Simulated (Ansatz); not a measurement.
# Li on Pt(111): change of the work function

Wanted: Δφ(θ) for Li/Pt(111), starting from the fcc site.

Main program and level: Ansatz 0.2.0; plane-wave DFT, PBE, Ansatz PAW.

## 1. The starting structure

The cell holds 4 atoms: 4 Pt. Its edges and angles: a = 2.772 Å, b = 2.772 Å, c = 24.790 Å, α = 90.0°, β = 90.0°, γ = 60.0°. Vacuum lies along c.

## 2. The clean slab

The bare slab comes first, as the zero from which every change is counted. The two lowest layers are held at bulk places and the upper ones relax. The dipole correction removes the false field that a one-sided slab makes across the periodic vacuum, so each face gets a flat vacuum level of its own.

input.yaml

```yaml
crystal:
  lattice:
    - [2.7718585823, 0.0, 0.0]
    - [1.3859292911, 2.4004999479, 0.0]
    - [0.0, 0.0, 24.7896391657]
  atoms:
    - { symbol: Pt, position: [0.0, 0.0, 0.3630549013] }
    - { symbol: Pt, position: [0.3333333333, 0.3333333333, 0.4543516338] }
    - { symbol: Pt, position: [0.6666666667, 0.6666666667, 0.5456483662] }
    - { symbol: Pt, position: [0.0, 0.0, 0.6369450987] }
kpoints:
  mp_grid: { grid: [12, 12, 1] }
hamiltonian:
  xc: pbe
scf:
  occupations: { method: fermi_dirac, width: 0.1 }
  convergence: { dr2_threshold: 1.0e-08 }
efield:
  axis: 3
  dipole_correction: true
  ramp_position: 0.97
  ramp_width: 0.06
relax:
  f_tol: 0.02
  max_steps: 60
  constraints: [{ sites: [0, 1] }]
output:
  write_potential: true
  write_density: true
  volumetric_format: npy
```

On the command line:

```console
$ ansatz run input.yaml --threads 4 --pin off --max-ram 6144MiB --backend cpu --events-out ev --progress --plain --runs-dir out
```

Numbers of over 12 decimals in the logs are rounded to 6 here.

The log of the run:

```text
Engine: ansatz 0.2.0, x86_64-unknown-linux-gnu
Pseudopotentials: kind: paw
Pseudopotential: Pt, paw, valence charge 18, recommended cutoff 420 eV (normal), Pt.paw.azcp
Functional definition: PBE
  parameter kappa = 0.804
  parameter beta = 0.066725
  exchange = pbe_x(kappa = kappa, mu = beta*pi^2/3)
  correlation = pbe_c(beta = beta)
Crystal: 4 atoms, lattice volume = 164.946 Å³
Basis set: ecut = 420 eV, 3263 PW (Γ), exchange–correlation on 40×40×360 points (8 copies of the dense FFT grid, shifted against one another)
Bands: 44, of which v1, the nominal top of the filled ones, is band 36 counted from 1 (35 counted from 0)
Symmetry: 6 space group operations
k-points: 19 of 144 (time reversal used)
Non-local potential: Pt, projectors of the file, l = 0: 3, l = 1: 2, l = 2: 2, l = 3: 1
PAW form: soft (Blöchl's): semilocal exchange-correlation on the pseudo side does not see the compensation charge
PAW one-centre angular grid: Pt, 590 points (default); XC on 64 Gauss nodes
Initial density: superposition of atomic densities (neutral atoms: chi_scale 0, normalization atom), corrected by the library's trained network
Initial wavefunctions: pseudopotential atomic-orbital guess
Functional: x = pbe(κ = 0.804, μ = 0.219515), c = pbe(β = 0.066725)
SCF iter   1: F=—  HF=-50090.991717 eV  |F-HF|=—  |Δ(HF+E_count)|=         —  Δρ=5.75e-3  dr2=3.09e-1  ethr=1.77e-3  p=0.000 e·Å  D=2.45e-13 V/Å  ΔV_dip=-0.00 eV  dr2_dipole=3.81e-7  V_vac-E_F(+/−)=5.23/5.23 eV  ⟨swp⟩=8.8  Hψ=3876  notcnv=0  defer=3
efield: sawtooth ramp at fractional position 0.9700 (set: `efield.ramp_position`, or a place that a band, a saddle search or an elastic batch's reference lends), width 0.0600; the density the first Hamiltonian is built on has a dipole p = 0.000 e·Å; the dipole correction subtracts the counter field D = 2.45e-13 V/Å, which shifts the + side's vacuum level by -0.00 eV against the − side's; the planar-averaged density in the ramp window peaks in size at 7.4e-6 e/Å³
preconditioner: auto → LDOS  [metal: Δε(μ)=0.021 eV  Ē_g=7.789 eV  σ=0.100 eV  W_gap=0.05  n_scr=18 (ndim 8)  ℏωp=18.3 eV  f_vac=0.582  D(μ)=6.47/eV (n_scr^D=38)  β→1.0]
SCF iter   2: F=—  HF=-50090.990101 eV  |F-HF|=—  |Δ(HF+E_count)|=   1.62e-3  Δρ=3.29e-3  dr2=3.42e-2  ethr=4.29e-4  p=-0.000 e·Å  D=-9.35e-6 V/Å  ΔV_dip=0.00 eV  dr2_dipole=9.83e-8  V_vac-E_F(+/−)=5.71/5.71 eV  ⟨swp⟩=2.5  Hψ=1067  notcnv=0  defer=17
SCF iter   3: F=—  HF=-50090.987449 eV  |F-HF|=—  |Δ(HF+E_count)|=   2.65e-3  Δρ=1.41e-3  dr2=2.98e-2  ethr=4.75e-5  p=0.000 e·Å  D=7.75e-6 V/Å  ΔV_dip=-0.00 eV  dr2_dipole=2.72e-8  V_vac-E_F(+/−)=5.60/5.60 eV  ⟨swp⟩=2.6  Hψ=1528  notcnv=0  defer=17
SCF iter   4: F=—  HF=-50090.985225 eV  |F-HF|=—  |Δ(HF+E_count)|=   2.22e-3  Δρ=6.04e-4  dr2=1.66e-3  ethr=4.14e-5  p=-0.000 e·Å  D=-5.49e-7 V/Å  ΔV_dip=0.00 eV  dr2_dipole=9.84e-11  V_vac-E_F(+/−)=5.69/5.69 eV  ⟨swp⟩=2.1  Hψ=1183  notcnv=0  defer=17
SCF iter   5: F=—  HF=-50090.985132 eV  |F-HF|=—  |Δ(HF+E_count)|=   9.30e-5  Δρ=2.71e-4  dr2=8.45e-5  ethr=2.30e-6  p=-0.000 e·Å  D=-3.79e-7 V/Å  ΔV_dip=0.00 eV  dr2_dipole=9.16e-10  V_vac-E_F(+/−)=5.68/5.68 eV  ⟨swp⟩=2.7  Hψ=1289  notcnv=0  defer=17
SCF iter   6: F=—  HF=-50090.985170 eV  |F-HF|=—  |Δ(HF+E_count)|=   3.86e-5  Δρ=4.16e-5  dr2=6.88e-6  ethr=1.17e-7  p=-0.000 e·Å  D=-3.58e-7 V/Å  ΔV_dip=0.00 eV  dr2_dipole=3.87e-10  V_vac-E_F(+/−)=5.66/5.66 eV  ⟨swp⟩=2.3  Hψ=1268  notcnv=0  defer=17
SCF iter   7: F=—  HF=-50090.985173 eV  |F-HF|=—  |Δ(HF+E_count)|=   2.69e-6  Δρ=1.19e-5  dr2=1.40e-7  ethr=9.56e-9  p=-0.000 e·Å  D=-6.46e-8 V/Å  ΔV_dip=0.00 eV  dr2_dipole=8.82e-11  V_vac-E_F(+/−)=5.66/5.66 eV  ⟨swp⟩=2.1  Hψ=1242  notcnv=0  defer=15
SCF iter   8: F=-50090.985173 eV  HF=-50090.985173 eV  |F-HF|=5.50e-8  |Δ(HF+E_count)|=   2.84e-7  Δρ=3.95e-6  dr2=8.82e-9  ethr=1.39e-11  p=0.000 e·Å  D=2.49e-9 V/Å  ΔV_dip=-0.00 eV  dr2_dipole=1.15e-11  V_vac-E_F(+/−)=5.66/5.66 eV  ⟨swp⟩=8.6  Hψ=6852  notcnv=0
SCF 1 converged in 8 iterations: F = -50090.985173 eV  dr2 = 8.82e-9
  greatest PAW one-centre occupation: 1.000 electrons in one spin orbital (limit 2), on the Pt atom at site 2 (counted from 0), in its partial waves of l = 0
relax step   1: F+E_penalty+E_count = -50090.98517332 eV  Δ(F+E_penalty+E_count) = +0.000e0 eV  max|allowed force component| = 4.882e-1 eV/Å  Δτ_max = 0.0000 Å  (8 SCF iters, accepted)
Initial density: handed on by an earlier stage of this run
Initial wavefunctions: those handed on with the density
iter 1 solved again at ethr=6.41e-4 eV; its pass at ethr=3.10e-3 eV (dr2=4.62e-1 eV) is discarded
SCF iter   1: F=—  HF=-50091.029104 eV  |F-HF|=—  |Δ(HF+E_count)|=         —  Δρ=1.16e-2  dr2=4.80e-1  ethr=6.41e-4  p=0.000 e·Å  D=2.72e-7 V/Å  ΔV_dip=-0.00 eV  dr2_dipole=1.45e-1  V_vac-E_F(+/−)=5.71/5.71 eV  ⟨swp⟩=1.3  Hψ=3370  notcnv=0  defer=8
efield: sawtooth ramp at fractional position 0.9700 (set: `efield.ramp_position`, or a place that a band, a saddle search or an elastic batch's reference lends), width 0.0600; the density the first Hamiltonian is built on has a dipole p = 0.000 e·Å; the dipole correction subtracts the counter field D = 2.72e-7 V/Å, which shifts the + side's vacuum level by -0.00 eV against the − side's; the planar-averaged density in the ramp window peaks in size at 3.0e-6 e/Å³
preconditioner: auto → LDOS  [metal: Δε(μ)=0.019 eV  Ē_g=7.721 eV  σ=0.100 eV  W_gap=0.05  n_scr=18 (ndim 8)  ℏωp=18.3 eV  f_vac=0.575  D(μ)=6.64/eV (n_scr^D=50)  β→1.0]
SCF iter   2: F=—  HF=-50091.023854 eV  |F-HF|=—  |Δ(HF+E_count)|=   5.25e-3  Δρ=5.67e-3  dr2=1.45e-1  ethr=6.41e-4  p=0.004 e·Å  D=4.87e-3 V/Å  ΔV_dip=-0.12 eV  dr2_dipole=2.41e-2  V_vac-E_F(+/−)=5.55/5.67 eV  ⟨swp⟩=2.2  Hψ=1413  notcnv=0  defer=8
SCF iter   3: F=—  HF=-50091.004022 eV  |F-HF|=—  |Δ(HF+E_count)|=   1.98e-2  Δρ=2.86e-3  dr2=4.20e-2  ethr=2.02e-4  p=-0.007 e·Å  D=-7.20e-3 V/Å  ΔV_dip=0.18 eV  dr2_dipole=8.42e-5  V_vac-E_F(+/−)=5.86/5.68 eV  ⟨swp⟩=2.5  Hψ=1442  notcnv=0  defer=8
SCF iter   4: F=—  HF=-50090.997102 eV  |F-HF|=—  |Δ(HF+E_count)|=   6.92e-3  Δρ=9.64e-4  dr2=2.01e-3  ethr=5.84e-5  p=-0.003 e·Å  D=-3.38e-3 V/Å  ΔV_dip=0.08 eV  dr2_dipole=4.64e-5  V_vac-E_F(+/−)=5.76/5.68 eV  ⟨swp⟩=2.2  Hψ=1278  notcnv=0  defer=9
SCF iter   5: F=—  HF=-50090.996552 eV  |F-HF|=—  |Δ(HF+E_count)|=   5.49e-4  Δρ=2.91e-4  dr2=3.62e-4  ethr=2.79e-6  p=-0.003 e·Å  D=-2.80e-3 V/Å  ΔV_dip=0.07 eV  dr2_dipole=2.93e-5  V_vac-E_F(+/−)=5.74/5.68 eV  ⟨swp⟩=2.4  Hψ=1502  notcnv=0  defer=14
[...]
SCF iter   5: F=—  HF=-50091.007553 eV  |F-HF|=—  |Δ(HF+E_count)|=   1.07e-4  Δρ=1.80e-4  dr2=2.14e-4  ethr=1.16e-6  p=-0.001 e·Å  D=-7.97e-4 V/Å  ΔV_dip=0.02 eV  dr2_dipole=3.83e-6  V_vac-E_F(+/−)=5.69/5.67 eV  ⟨swp⟩=3.1  Hψ=1402  notcnv=0  defer=18
SCF iter   6: F=—  HF=-50091.007551 eV  |F-HF|=—  |Δ(HF+E_count)|=   1.86e-6  Δρ=9.20e-5  dr2=5.87e-5  ethr=2.97e-7  p=-0.001 e·Å  D=-1.00e-3 V/Å  ΔV_dip=0.02 eV  dr2_dipole=6.28e-8  V_vac-E_F(+/−)=5.70/5.67 eV  ⟨swp⟩=1.1  Hψ=836  notcnv=0  defer=18
SCF iter   7: F=—  HF=-50091.007561 eV  |F-HF|=—  |Δ(HF+E_count)|=   1.05e-5  Δρ=3.49e-5  dr2=1.06e-5  ethr=8.15e-8  p=-0.001 e·Å  D=-1.10e-3 V/Å  ΔV_dip=0.03 eV  dr2_dipole=8.94e-8  V_vac-E_F(+/−)=5.70/5.67 eV  ⟨swp⟩=1.3  Hψ=850  notcnv=0  defer=18
SCF iter   8: F=—  HF=-50091.007542 eV  |F-HF|=—  |Δ(HF+E_count)|=   1.95e-5  Δρ=1.21e-5  dr2=9.32e-7  ethr=1.47e-8  p=-0.001 e·Å  D=-1.07e-3 V/Å  ΔV_dip=0.03 eV  dr2_dipole=4.25e-9  V_vac-E_F(+/−)=5.70/5.67 eV  ⟨swp⟩=1.3  Hψ=861  notcnv=0  defer=18
SCF iter   9: F=—  HF=-50091.007565 eV  |F-HF|=—  |Δ(HF+E_count)|=   2.35e-5  Δρ=4.45e-6  dr2=4.80e-8  ethr=1.29e-9  p=-0.001 e·Å  D=-1.05e-3 V/Å  ΔV_dip=0.03 eV  dr2_dipole=2.20e-11  V_vac-E_F(+/−)=5.70/5.67 eV  ⟨swp⟩=2.0  Hψ=1208  notcnv=0  defer=17
SCF iter  10: F=-50091.007565 eV  HF=-50091.007565 eV  |F-HF|=8.50e-9  |Δ(HF+E_count)|=   3.09e-8  Δρ=1.25e-6  dr2=6.42e-9  ethr=1.39e-11  p=-0.001 e·Å  D=-1.05e-3 V/Å  ΔV_dip=0.03 eV  dr2_dipole=6.74e-10  V_vac-E_F(+/−)=5.70/5.67 eV  ⟨swp⟩=10.8  Hψ=6133  notcnv=0
SCF 3 converged in 10 iterations: F = -50091.007565 eV  dr2 = 6.42e-9
relax step   3: F+E_penalty+E_count = -50091.00756550 eV  Δ(F+E_penalty+E_count) = -1.103e-2 eV  max|allowed force component| = 7.115e-2 eV/Å  Δτ_max = 0.0918 Å  (10 SCF iters, accepted)
SCF iter   1: F=—  HF=-50091.008202 eV  |F-HF|=—  |Δ(HF+E_count)|=         —  Δρ=8.74e-4  dr2=5.06e-3  ethr=8.17e-5  p=-0.001 e·Å  D=-1.05e-3 V/Å  ΔV_dip=0.03 eV  dr2_dipole=1.69e-3  V_vac-E_F(+/−)=5.70/5.68 eV  ⟨swp⟩=2.1  Hψ=1462  notcnv=0  defer=18
efield: sawtooth ramp at fractional position 0.9700 (set: `efield.ramp_position`, or a place that a band, a saddle search or an elastic batch's reference lends), width 0.0600; the density the first Hamiltonian is built on has a dipole p = -0.001 e·Å; the dipole correction subtracts the counter field D = -1.05e-3 V/Å, which shifts the + side's vacuum level by +0.03 eV against the − side's; the planar-averaged density in the ramp window peaks in size at 2.0e-6 e/Å³
preconditioner: auto → LDOS  [metal: Δε(μ)=0.023 eV  Ē_g=7.759 eV  σ=0.100 eV  W_gap=0.06  n_scr=18 (ndim 8)  ℏωp=18.3 eV  f_vac=0.578  D(μ)=6.69/eV (n_scr^D=50)  β→1.0]
SCF iter   2: F=—  HF=-50091.008105 eV  |F-HF|=—  |Δ(HF+E_count)|=   9.76e-5  Δρ=3.88e-4  dr2=1.13e-3  ethr=7.03e-6  p=-0.001 e·Å  D=-6.34e-4 V/Å  ΔV_dip=0.02 eV  dr2_dipole=3.13e-4  V_vac-E_F(+/−)=5.69/5.67 eV  ⟨swp⟩=2.1  Hψ=1263  notcnv=0  defer=18
SCF iter   3: F=—  HF=-50091.008016 eV  |F-HF|=—  |Δ(HF+E_count)|=   8.92e-5  Δρ=2.54e-4  dr2=3.19e-4  ethr=1.57e-6  p=-0.002 e·Å  D=-1.78e-3 V/Å  ΔV_dip=0.04 eV  dr2_dipole=1.14e-6  V_vac-E_F(+/−)=5.72/5.67 eV  ⟨swp⟩=2.1  Hψ=1334  notcnv=0  defer=18
SCF iter   4: F=—  HF=-50091.007965 eV  |F-HF|=—  |Δ(HF+E_count)|=   5.06e-5  Δρ=5.52e-5  dr2=1.73e-5  ethr=4.43e-7  p=-0.001 e·Å  D=-1.25e-3 V/Å  ΔV_dip=0.03 eV  dr2_dipole=8.32e-7  V_vac-E_F(+/−)=5.70/5.67 eV  ⟨swp⟩=2.6  Hψ=1384  notcnv=0  defer=18
SCF iter   5: F=—  HF=-50091.007946 eV  |F-HF|=—  |Δ(HF+E_count)|=   1.97e-5  Δρ=2.60e-5  dr2=4.55e-6  ethr=2.40e-8  p=-0.001 e·Å  D=-1.28e-3 V/Å  ΔV_dip=0.03 eV  dr2_dipole=1.21e-7  V_vac-E_F(+/−)=5.70/5.67 eV  ⟨swp⟩=2.7  Hψ=1356  notcnv=0  defer=18
SCF iter   6: F=—  HF=-50091.007983 eV  |F-HF|=—  |Δ(HF+E_count)|=   3.73e-5  Δρ=1.36e-5  dr2=1.33e-6  ethr=6.32e-9  p=-0.001 e·Å  D=-1.27e-3 V/Å  ΔV_dip=0.03 eV  dr2_dipole=2.86e-9  V_vac-E_F(+/−)=5.70/5.67 eV  ⟨swp⟩=1.2  Hψ=826  notcnv=0  defer=18
SCF iter   7: F=—  HF=-50091.007983 eV  |F-HF|=—  |Δ(HF+E_count)|=   1.03e-7  Δρ=5.22e-6  dr2=2.29e-7  ethr=1.84e-9  p=-0.001 e·Å  D=-1.26e-3 V/Å  ΔV_dip=0.03 eV  dr2_dipole=3.74e-9  V_vac-E_F(+/−)=5.70/5.67 eV  ⟨swp⟩=1.2  Hψ=830  notcnv=0  defer=18
SCF iter   8: F=—  HF=-50091.007983 eV  |F-HF|=—  |Δ(HF+E_count)|=   2.13e-8  Δρ=1.99e-6  dr2=1.78e-8  ethr=3.19e-10  p=-0.001 e·Å  D=-1.27e-3 V/Å  ΔV_dip=0.03 eV  dr2_dipole=2.51e-10  V_vac-E_F(+/−)=5.70/5.67 eV  ⟨swp⟩=1.3  Hψ=909  notcnv=0  defer=18
SCF iter   9: F=-50091.007983 eV  HF=-50091.007983 eV  |F-HF|=3.22e-9  |Δ(HF+E_count)|=   1.65e-8  Δρ=5.77e-7  dr2=7.86e-10  ethr=1.39e-11  p=-0.001 e·Å  D=-1.27e-3 V/Å  ΔV_dip=0.03 eV  dr2_dipole=3.23e-12  V_vac-E_F(+/−)=5.70/5.67 eV  ⟨swp⟩=9.9  Hψ=5733  notcnv=0
SCF 4 converged in 9 iterations: F = -50091.007983 eV  dr2 = 7.86e-10
relax step   4: F+E_penalty+E_count = -50091.00798290 eV  Δ(F+E_penalty+E_count) = -4.174e-4 eV  max|allowed force component| = 3.488e-4 eV/Å  Δτ_max = 0.0131 Å  (9 SCF iters, accepted)
NSCF: frozen V_eff on 19 k-points
the band table was solved once a step of the walk had ended and its energy, with any forces and stress, was formed, with the checks that follow a solve (4584 applications of the Hamiltonian). They found nothing against the state; the energy, forces and stress were not computed again (output.eigenvalues in the input reference)
SCF converged after 9 iterations
Free energy (F): -50091.007983 eV
Harris-Foulkes:  -50091.007983 eV  (|F-HF|=3.22e-9)
Internal energy: -50090.790083 eV  (E = F + TS)
E sigma→0 (E₀):  -50090.899033 eV
Entropy (-TS):   -0.217900 eV (-54.475 meV/atom)
Fermi energy:    4.900471 eV
Dipole field:    D = -0.001268 V/Å  (p = -0.001156 e·Å, saw-weighted, corrected)
Work function:   Φ+ = 5.7030 eV   Φ− = 5.6716 eV
Levels:          The Fermi level and band energies are counted from a zero that moves with the ramp; work functions are not
--- Per-component energies (eV) ---
  E_band       = -1818.910558
  E_kinetic    = 2546.761398
  E_local      = -123966.042189  (includes V_loc(G=0)·N_el)
  E_nonlocal   = 800.189995
  E_hartree    = 60581.100997
  E_xc         = -1044.614578
  E_vxc        = -1207.827318  (∫ρ·V_xc dr)
  E_paw        = -37816.082998  (= ΣΔE_a)
  E_vpaw       = -1154.195293  (= ΣTr[D̂ρ^β])
  E_aug_tail   = 0.000812  (compensation charges beyond the density's cutoff)
  E_efield     = 0.000001  (sawtooth field / dipole correction)
  E_vefield    = 0.003641  (∫n·V_field dr)
  E_ewald      = 48807.896479
  E_smearing   = -0.217900  (= −TS)
  E_closure    = 0.000000  (closes the sum)
  Σ components = -50091.007983   (vs F -50091.007983, Δ=0.00e0)
--- Forces (eV/Å), atoms counted from 1 ---
  atom   1  Pt    -0.00000000    -0.00000000    -0.48014114
  atom   2  Pt     0.00000000    -0.00000000     0.47992543
  atom   3  Pt    -0.00000000    -0.00000000     0.00034883
  atom   4  Pt     0.00000000     0.00000000    -0.00014207
  max |Σ_I F_I| component: 8.96e-6 eV/Å
--- Band table (eV; the first three rows and the last of 19) ---
  k-point 0: bands = [... 32 lower, 3.3721, 3.7295, 3.7295, 4.4538, 4.4538, 4.4677, 4.8736, 4.8736, ... 4 higher]
  k-point 1: bands = [... 32 lower, 3.2564, 3.5694, 3.7370, 3.8498, 4.2372, 4.4477, 4.8839, 5.4119, ... 4 higher]
  k-point 2: bands = [... 32 lower, 3.0456, 3.1540, 3.4980, 3.7132, 4.4250, 4.6025, 4.9064, 6.3631, ... 4 higher]
  k-point 18: bands = [... 32 lower, 4.2535, 4.5924, 4.6084, 4.6216, 9.8513, 9.8824, 9.8903, 10.6257, ... 4 higher]
--- Relaxed structure (4 steps of the walk, 4 accepted, 0 SCFs on fresh bases) ---
  F+E_penalty+E_count = -50091.00798290 eV   max|allowed force component| = 3.488e-4 eV/Å
  atoms:
    - { symbol: Pt, position: [0.0, 0.0, 0.363055] }
    - { symbol: Pt, position: [0.333333, 0.333333, 0.454352] }
    - { symbol: Pt, position: [0.666667, 0.666667, 0.547405] }
    - { symbol: Pt, position: [1.7860744024394273e-18, -8.930372012197117e-19, 0.641619] }
```

Run time: 7.6 s. Hardware: 4 threads of Intel Xeon Platinum 8559C (Emerald Rapids), shared host; peak memory 0.62 GiB.

Relaxation path:

```csv
step,energy less that of the first step (eV),largest force component (eV/Å)
1,0.0000,0.4882
2,-0.0114,0.3306
3,-0.0224,0.0711
4,-0.0228,0.0003
```

The run keeps the 6 symmetry operations that it works with, so distortions that break them were not tested.

The atoms that moved most (Å):

```csv
atom,dx,dy,dz,length
Pt4,0.000,0.000,0.116,0.116
Pt3,0.000,0.000,0.044,0.044
```

The relaxed structure:

```xyz
4
Lattice="2.7719 0.0000 0.0000 1.3859 2.4005 0.0000 0.0000 0.0000 24.7896" Properties=species:S:1:pos:R:3
Pt    0.0000    0.0000    9.0000
Pt    1.3859    0.8002   11.2632
Pt    2.7719    1.6003   13.5700
Pt    0.0000    0.0000   15.9055
```

Numbers from this step:

```
energy at zero smearing        : -50090.8990 eV
work function, upper face      : 5.703 eV
work function, lower face      : 5.672 eV
dipole along the normal        : -0.001156 e·Å
step between the vacuum levels : 0.03144 eV
```

Running mean over 2.263 Å of the planar mean; the ramp of the sawtooth is left out. Electron's electrostatic potential energy less the Fermi level against z:

z (Å), electron's electrostatic potential energy less the Fermi level (eV) and a bar from the least value:
```
      3.5        5.7 ##############################
      4.0        5.7 ##############################
      4.5        5.7 ##############################
      5.0        5.7 ##############################
      5.5        5.7 ##############################
      6.0        5.6 ##############################
      6.5        5.4 ##############################
      7.0        4.6 ############################
      7.5        1.2 ######################
      8.0       -5.0 ############
      8.5      -10.0 ####
      9.0      -11.6 #
      9.5      -11.9 
     10.0      -12.1 
     10.5      -12.1 
     11.0      -12.2 
     11.5      -12.1 
     12.0      -11.8 #
     12.5      -11.7 #
     13.0      -11.9 
     13.5      -12.1 
     14.0      -11.8 #
     14.5      -11.2 ##
     15.0      -11.2 ##
     15.5      -11.5 #
     16.0      -11.3 #
     16.5       -9.2 #####
     17.0       -3.7 ##############
     17.5        2.2 ########################
     18.0        4.9 #############################
     18.5        5.5 ##############################
     19.0        5.7 ##############################
     19.5        5.7 ##############################
     20.0        5.7 ##############################
     20.5        5.7 ##############################
     21.0        5.7 ##############################
     21.5        5.7 ##############################
```

The relaxation took 4 steps and lowered the energy by 0.023 eV; the largest force on the free atoms ends at 3.5e-4 eV/Å.

The work function of the upper face is 5.70 eV.

(Part 1 of 3 ends here.)

[Logs are printed without paths, hosts, clocks, repeated set-up lines and the standing remarks that a program may print on its own settings, such as how far it seeks lower states.]

[Hosts, paths, dates, database ids (printed as entryN), source tags and the programs' standing remarks are cut or masked in the printed files.]

[Maps of the electrostatic potential energy from Ansatz leave out the sawtooth potential of an applied field or a dipole correction, so their vacuum need not be flat; planar profiles and work functions include it.]
